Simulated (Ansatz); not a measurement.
## BiBr3 (model cell, started as ReO3 type): a soft mode frozen in

Wanted: the energy along a soft mode of BiBr3 (model cell, started as ReO3 type) and the structure at the end.

Main program and level: Ansatz 0.2.0; DFT PBEsol, scalar-relativistic, plane waves, PAW.

This is a report of a sequence of runs, with most program output left out.

The structure was built from a prototype and need not be the compound's stable phase.

In doubt: the program warns that the response may not be converged on this k-mesh (steps 2, 7), which bears on the force constants and all frequencies.

## 1. The structure

It takes space group Pm-3m (No. 221, cubic). Conventional cell: a = 5.651 Å, b = 5.651 Å, c = 5.651 Å, α = 90.00°, β = 90.00°, γ = 90.00°. Bi has 6 Br at 2.83 Å nearest. Br has 2 Bi at 2.83 Å nearest. Farther neighbours and most contacts between anions are not listed.

## 2. Phonons on a q mesh

The cell comes from relaxations at this level that are not shown. The mesh has a single point along some directions, so zone-edge points there are not solved. Linear response on a 1×1×1 q mesh gives force constants as far as a supercell of that size would.

File input.yaml:

```yaml
crystal:
  lattice:
    - [5.6510425019, 0.0, 0.0]
    - [0.0, 5.6510425019, 0.0]
    - [0.0, 0.0, 5.6510425019]
  atoms:
    - { symbol: Bi, position: [0.0, 0.0, 0.0] }
    - { symbol: Br, position: [0.5, 0.0, 0.0] }
    - { symbol: Br, position: [0.0, 0.5, 0.0] }
    - { symbol: Br, position: [0.0, 0.0, 0.5] }
kpoints:
  mp_grid: { grid: [6, 6, 6] }
hamiltonian:
  xc: pbesol
scf:
  occupations: { method: fixed }
output:
  eigenvalues: true
phonons:
  method: dfpt
  dielectric: true
  rigid_motions: translations
  raman: true
  qmesh: [1, 1, 1]
  temperatures: { t_max: 1000, t_step: 50 }
  qpath:
    path:
      - [[0.0, 0.0, 0.0], [0.0, 0.5, 0.0], [0.5, 0.5, 0.0], [0.0, 0.0, 0.0], [0.5, 0.5, 0.5], [0.0, 0.5, 0.0]]
      - [[0.5, 0.5, 0.5], [0.5, 0.5, 0.0]]
    npoints: 10
```

Launch:

```
ansatz run input.yaml --threads 4 --pin off --max-ram 7168MiB --backend cpu --events-out ev --progress --plain --runs-dir out
```

Elapsed: 7.8 min, on 4 threads of Arm Neoverse N1, shared host; peak memory 1.6 GiB.

This step gave:

```yaml
gap_on_the_k_mesh: 0.5943 eV
volume_per_atom: 45.12 Å³
sum_rule_residual_before_enforcement: 4.40e-4 eV/Å²
miss_of_the_charge_sum_rule: 4.50e-4 e
estimated_error_of_the_dielectric_tensor: 0.04045
estimated_error_of_the_born_charges: 0.07954 e
point_group: m-3m
highest_optical_mode_at_the_zone_centre_no_lo_to_term: 49.46 cm⁻¹
lowest_optical_zone_centre_mode: -53.89 cm⁻¹
mean_high_frequency_dielectric_constant: 8.326
largest_born_charge_third_of_the_trace: 7.787 e
top_of_the_zone_centre_spectrum_with_the_field: 171.7 cm⁻¹
lowest_mode_on_the_q_mesh_acoustic_modes_at_gamma_apart: -53.89 cm⁻¹
highest_frequency_at_a_solved_wavevector_no_lo_to_term_at_gamma: 49.46 cm⁻¹
```

Frequencies (cm⁻¹) solved at each irreducible wavevector; negative means imaginary. Frequencies by wavevector, by row:

| q in reciprocal lattice units | star | mode 1 | mode 2 | mode 3 | mode 4 | mode 10 | mode 11 | mode 12 |
| --- | --- | --- | --- | --- | --- | --- | --- | --- |
| 0 0 0 | 1 | -53.9 | -53.9 | -53.9 | -14.1 | 49.5 | 49.5 | 49.5 |

Symmetry leaves 1 wavevectors to solve. The lowest mode among them, the acoustic zeros apart, lies at Γ and is imaginary, 53.9i cm⁻¹, so the energy falls along it.

The log warns of the k mesh: “the force constants stand on the 6×6×6 k-mesh, whose period is 8.03 times the interband length at k = (-0.5000, -0.5000, -0.5000), direct gap 0.594 eV, under 14: take them and everything formed from them as unconverged”.

## 3. The mode frozen in, largest atomic shift 0 Å

The mode followed lies at Γ with frequency 53.9i cm⁻¹ and is 3-fold degenerate, the softest among the wavevectors solved. At small amplitude the distorted cell has space group no. 160 by a symmetry search on the positions. The undistorted cell that holds it gives the zero of energy on the same k mesh.

input.yaml, the sections that differ from step 2:

```yaml
scf:
  occupations: { method: gaussian, width: 0.02 }
output:
  forces: true
  stress: true
  eigenvalues: true
# crystal, kpoints, hamiltonian: as in step 2
# phonons: removed
```

Elapsed: 5.3 s, on 4 threads; peak memory 0.46 GiB.

This step gave:

* pressure: -0.001846 GPa
* energy from the undistorted cell: 0 meV/atom

At this level the gap is 0.59 eV on the k-mesh of the self-consistent run, which can miss the band edges.

## 4. The mode frozen in, largest atomic shift 0.14 Å

The atoms are moved along the unstable eigenvector, the largest shift by 0.14 Å, with the cell fixed.

input.yaml, the sections that differ from step 3:

```yaml
crystal:
  lattice:
    - [5.6510425019, 0.0, 0.0]
    - [0.0, 5.6510425019, 0.0]
    - [0.0, 0.0, 5.6510425019]
  atoms:
    - { symbol: Bi, position: [0.0143033852, -0.0143033852, -0.0143033852] }
    - { symbol: Br, position: [0.4872941543, 0.0123515673, 0.0123515673] }
    - { symbol: Br, position: [-0.0123515673, 0.5127058457, 0.0123515673] }
    - { symbol: Br, position: [-0.0123515673, 0.0123515673, 0.5127058457] }
# kpoints, hamiltonian, scf, output: as in step 3
```

Elapsed: 8.3 s, on 4 threads; peak memory 0.45 GiB.

Numbers from this step:

| Item | Value |
| --- | --- |
| pressure | 0.7216 GPa |
| gap on the k-mesh | 0.7763 eV |
| energy from the undistorted cell | -3.643 meV/atom |

The energy, extrapolated to zero smearing, is -3.64 meV/atom against the undistorted cell.

The run ends at a pressure of 0.72 GPa, with forces up to 0.14 eV/Å.

## 5. Energy along the mode, all amplitudes (two of the runs are shown above)

An imaginary frequency means negative curvature, so the energy should fall and then rise again as anharmonic terms take over.

Numbers from this step:

```
depth at the lowest point sampled  : 3.643 meV/atom
largest atomic shift at that point : 0.14 Å
```

Table of energy from the parent by largest atomic shift:

| largest atomic shift (Å) | energy from the parent (meV/atom) |
| --- | --- |
| 0.0000 | 0 |
| 0.0400 | -0.786 |
| 0.0800 | -2.58 |
| 0.1400 | -3.64 |
| 0.2200 | 9.38 |

Displacement at unit largest shift by atom:

| atom | x (Å) | y (Å) | z (Å) | size |
| --- | --- | --- | --- | --- |
| Bi1 | 0.577 | -0.577 | -0.577 | 0.999 |
| Br2 | -0.513 | 0.499 | 0.499 | 0.872 |
| Br3 | -0.499 | 0.513 | 0.499 | 0.872 |
| Br4 | -0.499 | 0.499 | 0.513 | 0.872 |

The lowest of the steps tried is at 0.14 Å, 3.64 meV/atom below the parent; the bottom of the well need not coincide with a step.

## 6. Relaxation from the frozen mode

Starting from the lowest point found, all atoms and the cell are let go, so that strain and other modes of the same symmetry can join in.

input.yaml, as its differences from that of step 4:

```diff
@@ -15,3 +15,3 @@
 scf:
-  occupations: { method: gaussian, width: 0.02 }
+  occupations: { method: fixed }
 output:
@@ -20 +20,6 @@
   eigenvalues: true
+relax:
+  adjacent_minimum: "off"
+  f_tol: 0.002
+  max_steps: 120
+  cell: { stress_tol: 0.03 }
```

Wall time 83 s (4 threads); peak memory 0.49 GiB; 3.9 min of CPU time.

Relaxation path:

| step | energy less that of the first step (eV) | largest force component (eV/Å) | pressure (GPa) | volume (Å³) |
| --- | --- | --- | --- | --- |
| 1 | 0.0000 | 0.1252 | 0.72 | 180.46 |
| 2 | -0.0191 | 0.0670 | -0.15 | 184.61 |
| 3 | -0.0263 | 0.0631 | -0.15 | 182.58 |
| 4 | -0.0293 | 0.0341 | -0.01 | 182.48 |
| 5 | -0.0344 | 0.0055 | 0.03 | 184.00 |
| 6 | -0.0347 | 0.0027 | -0.03 | 185.16 |
| 7 | -0.0347 | 0.0041 | 0.01 | 184.93 |
| 8 | -0.0347 | 0.0015 | 0.00 | 184.87 |
| 9* | -0.0351 | 0.0016 | 0.00 | 184.87 |

Relaxation steps marked * repeat the geometry before them on a plane-wave basis chosen anew for their cell, so energy and pressure can jump there.

Forces are held to the 6 operations that the run works with; a distortion that breaks them can't arise in this run.

| conventional cell, symmetrised | before | after | change |
| --- | --- | --- | --- |
| a (Å) | 7.992 | 7.868 | -1.5 % |
| b (Å) | 7.992 | 7.868 | -1.5 % |
| c (Å) | 9.788 | 10.345 | +5.7 % |
| volume (Å³/atom) | 45.12 | 46.22 | +2.4 % |

The atoms that moved most (Å, as changes of fractional coordinates times the final cell):

| atom | dx | dy | dz | length |
| --- | --- | --- | --- | --- |
| Bi1 | 0.082 | -0.082 | -0.082 | 0.141 |
| Br4 | -0.069 | 0.069 | -0.057 | 0.113 |
| Br3 | -0.069 | -0.057 | 0.069 | 0.113 |
| Br2 | 0.057 | 0.069 | 0.069 | 0.113 |

Numbers from this step:

* pressure: -0.002586 GPa
* gap on the k-mesh: 1.443 eV
* volume per atom: 46.22 Å³

The distorted start has space group R3m; the relaxation ends in R3m.

## 7. Modes of the new phase

A relaxed structure may still be a saddle point, so its zone-centre modes are computed. The response to a homogeneous field gives the Born charges and the dielectric tensor, and its change with displacement the Raman tensors.

File input.yaml:

```yaml
crystal:
  lattice:
    - [5.6998723279, -0.1363607813, -0.1363607813]
    - [-0.1363607813, 5.6998723279, 0.1363607813]
    - [-0.1363607813, 0.1363607813, 5.6998723279]
  atoms:
    - { symbol: Bi, position: [0.0279753321, -0.0279753321, -0.0279753321] }
    - { symbol: Br, position: [0.4978587527, 0.02446984, 0.02446984] }
    - { symbol: Br, position: [-0.02446984, 0.5021412473, 0.02446984] }
    - { symbol: Br, position: [-0.02446984, 0.02446984, 0.5021412473] }
kpoints:
  mp_grid: { grid: [6, 6, 6] }
hamiltonian:
  xc: pbesol
scf:
  occupations: { method: fixed }
output:
  eigenvalues: true
phonons:
  method: dfpt
  dielectric: true
  rigid_motions: translations
  raman: true
```

It took 17 min on 4 threads; peak memory 2.3 GiB; 59 min of CPU time.

This step gave:

```yaml
sum_rule_residual_before_enforcement: 8.72e-5 eV/Å²
miss_of_the_charge_sum_rule: 0.005176 e
estimated_error_of_the_dielectric_tensor: 0.08867
estimated_error_of_the_born_charges: 0.09875 e
point_group: 3m
highest_optical_mode_at_the_zone_centre_no_lo_to_term: 138.0 cm⁻¹
lowest_optical_zone_centre_mode: 10.68 cm⁻¹
mean_high_frequency_dielectric_constant: 5.828
largest_born_charge_third_of_the_trace: 5.471 e
mean_static_dielectric_constant: 15.20
top_of_the_zone_centre_spectrum_with_the_field: 189.8 cm⁻¹
```

Without the LO-TO term. Patterns of degenerate modes are one choice out of their space. The modes at Γ (shares of kinetic energy by element, %):

| mode | frequency (cm⁻¹) | symmetry | Bi % | Br % |
| --- | --- | --- | --- | --- |
| 1 | 0.0 | acoustic | 47 | 53 |
| 2 | 0.0 | acoustic | 47 | 53 |
| 3 | 0.0 | acoustic | 47 | 53 |
| 4 | 10.7 | A2 | 0 | 100 |
| 5 | 34.3 | E | 14 | 86 |
| 6 | 34.3 | E | 14 | 86 |
| 7 | 36.9 | E | 12 | 88 |
| 8 | 36.9 | E | 12 | 88 |
| 9 | 53.9 | A1 | 34 | 66 |
| 10 | 117.2 | E | 28 | 72 |
| 11 | 117.2 | E | 28 | 72 |
| 12 | 138.0 | A1 | 19 | 81 |

Displacements in mode 5 (34.3 cm⁻¹), the largest set to 1:
```
Bi1 -0.35 -0.09 -0.26
Br2 -0.22 -0.64 -0.17
Br3  0.78 -0.06  1.00
Br4  0.36  0.95 -0.16
```

Displacements in mode 12 (138.0 cm⁻¹), the largest set to 1:
```
Bi1 -0.31  0.31  0.31
Br2  1.00  0.10  0.10
Br3 -0.10 -1.00  0.10
Br4 -0.10  0.10 -1.00
```

High-frequency dielectric tensor, which the program warns is not settled by the k meshes in reach. Tensor:

|  | x | y | z |
| --- | --- | --- | --- |
| x | 5.828 | 0.101 | 0.101 |
| y | 0.101 | 5.828 | -0.101 |
| z | 0.101 | -0.101 | 5.828 |

Static dielectric tensor, which the program warns is not settled by the k meshes in reach. Tensor:

|  | x | y | z |
| --- | --- | --- | --- |
| x | 15.2 | 1.559 | 1.559 |
| y | 1.559 | 15.2 | -1.559 |
| z | 1.559 | -1.559 | 15.2 |

Optical modes at the zone centre, without and with the macroscopic field of the longitudinal modes; each column is sorted by frequency, so a row need not hold one and the same mode. Modes with and without the field, by row:

| rank among optical modes | no field (cm⁻¹) | q along (1, 0, 0) (cm⁻¹) |
| --- | --- | --- |
| 1 | 10.7 | 10.7 |
| 2 | 34.3 | 34.3 |
| 3 | 34.3 | 35.3 |
| 4 | 36.9 | 36.9 |
| 5 | 36.9 | 36.9 |
| 6 | 53.9 | 54.7 |
| 7 | 117.2 | 117.2 |
| 8 | 117.2 | 131.6 |
| 9 | 138 | 189.8 |

Born charge (rows field, columns displacement) (e), principal values of the symmetric part by kind of site:

| atom | atoms with these values | low | middle | high | mean |
| --- | --- | --- | --- | --- | --- |
| Bi1 | 1 | 4.87 | 5.77 | 5.77 | 5.47 |
| Br2 | 3 | -4.96 | -0.26 | -0.24 | -1.82 |

In full for Bi1:

```
 5.47  0.30  0.30
 0.30  5.47 -0.30
 0.30 -0.30  5.47
```

Transverse modes. Infrared lines, with heights relative to the strongest:

| position (cm⁻¹) | label | relative intensity |
| --- | --- | --- |
| 11 | A2 | 0.0 |
| 34 | E | 1.2 |
| 37 | E | 0.0 |
| 54 | A1 | 1.6 |
| 117 | E | 100 |
| 138 | A1 | 37 |

Activity x (w_L - w)^4 (n + 1)/w, 532 nm, 300 K; the log calls the Raman tensors unconverged in the k mesh, so the heights are rough; the tensors are static ones, while 532 nm light lies above the computed direct gap, where resonance would change the heights; modes without the macroscopic field alone. Raman lines, with heights relative to the strongest:

| position (cm⁻¹) | label | relative intensity |
| --- | --- | --- |
| 11 | A2 | 0.0 |
| 34 | E | 17 |
| 37 | E | 34 |
| 54 | A1 | 15 |
| 117 | E | 100 |
| 138 | A1 | 70 |

Before it was imposed, the acoustic sum rule was missed by 8.7e-5 eV/Å² and the charge sum rule by 0.0052 e. Small misses are needed for a sound result but don't prove that mesh and cutoff are converged. The lowest optical mode is real, 10.7 cm⁻¹.

The log warns of the k mesh: “the force constants stand on the 6×6×6 k-mesh, whose period is 10.04 times the interband length at k = (-0.5000, -0.5000, -0.5000), direct gap 1.512 eV, under 14: take them and everything formed from them as unconverged”.

## 8. Results

| Property | Result |
| --- | --- |
| unstable mode of the parent | q = (0, 0, 0), 54i cm⁻¹ |
| depth at the lowest point sampled | 3.64 meV/atom |
| largest atomic shift at that point | 0.14 Å |
| space group reached (within 0.01 Å) | R3m |
| energy gained over the parent (first relaxation, on the mesh of the frozen mode) | 12.4 meV/atom |
| volume per atom, phase reached | 46.2 Å³ |
| gap on the k-mesh, phase reached | 1.44 eV |
| lowest optical zone-centre mode, phase reached | 10.7 cm⁻¹ |
| highest optical mode at the zone centre (no LO-TO term), phase reached | 138 cm⁻¹ |

In words: Along this mode the structure falls into R3m, 12.4 meV/atom below the parent. At the parent's cell the well is 3.643 meV/atom deep on the steps tried, with its lowest point at a shift of 0.14 Å. Relaxing atoms and cell changes the gain by +8.77 meV/atom against the lowest step (energies at zero smearing). Most of the total comes from this relaxation. The new phase has no imaginary mode at the zone centre of its cell; other wavevectors were not checked. Of the 6 patterns followed to their end from this parent, this one reaches the lowest energy. Another end point lies within 1 meV/atom; how such a difference moves with mesh and cutoff was not tested. Each path keeps the symmetry of its pattern, so a lower phase may lie along a pattern not tried. With the field response the log warns that the k mesh is coarse for the force constants too, so the frequencies may not be converged. The q mesh is too sparse to interpolate, so only the solved wavevectors are given. In at least one run the field response is not settled by the k meshes in reach, so its dielectric tensor, Born charges and longitudinal modes are rough. The program warns that the Raman tensors are not converged in the k mesh, so the intensities are rough. An optical mode within 15 cm⁻¹ of zero is at the mercy of small errors in the force constants, and even its sign is uncertain. Spin-orbit coupling is left out, which can matter for the heavy elements here. The starting cell was built on a prototype and not taken from a measurement, so the phase need not exist.

[Logs are printed without paths, hosts, clocks, repeated set-up lines and the standing remarks that a program may print on its own settings, such as how far it seeks lower states.]

[Hosts, paths, dates, database ids (printed as entryN), source tags and the programs' standing remarks are cut or masked in the printed files.]
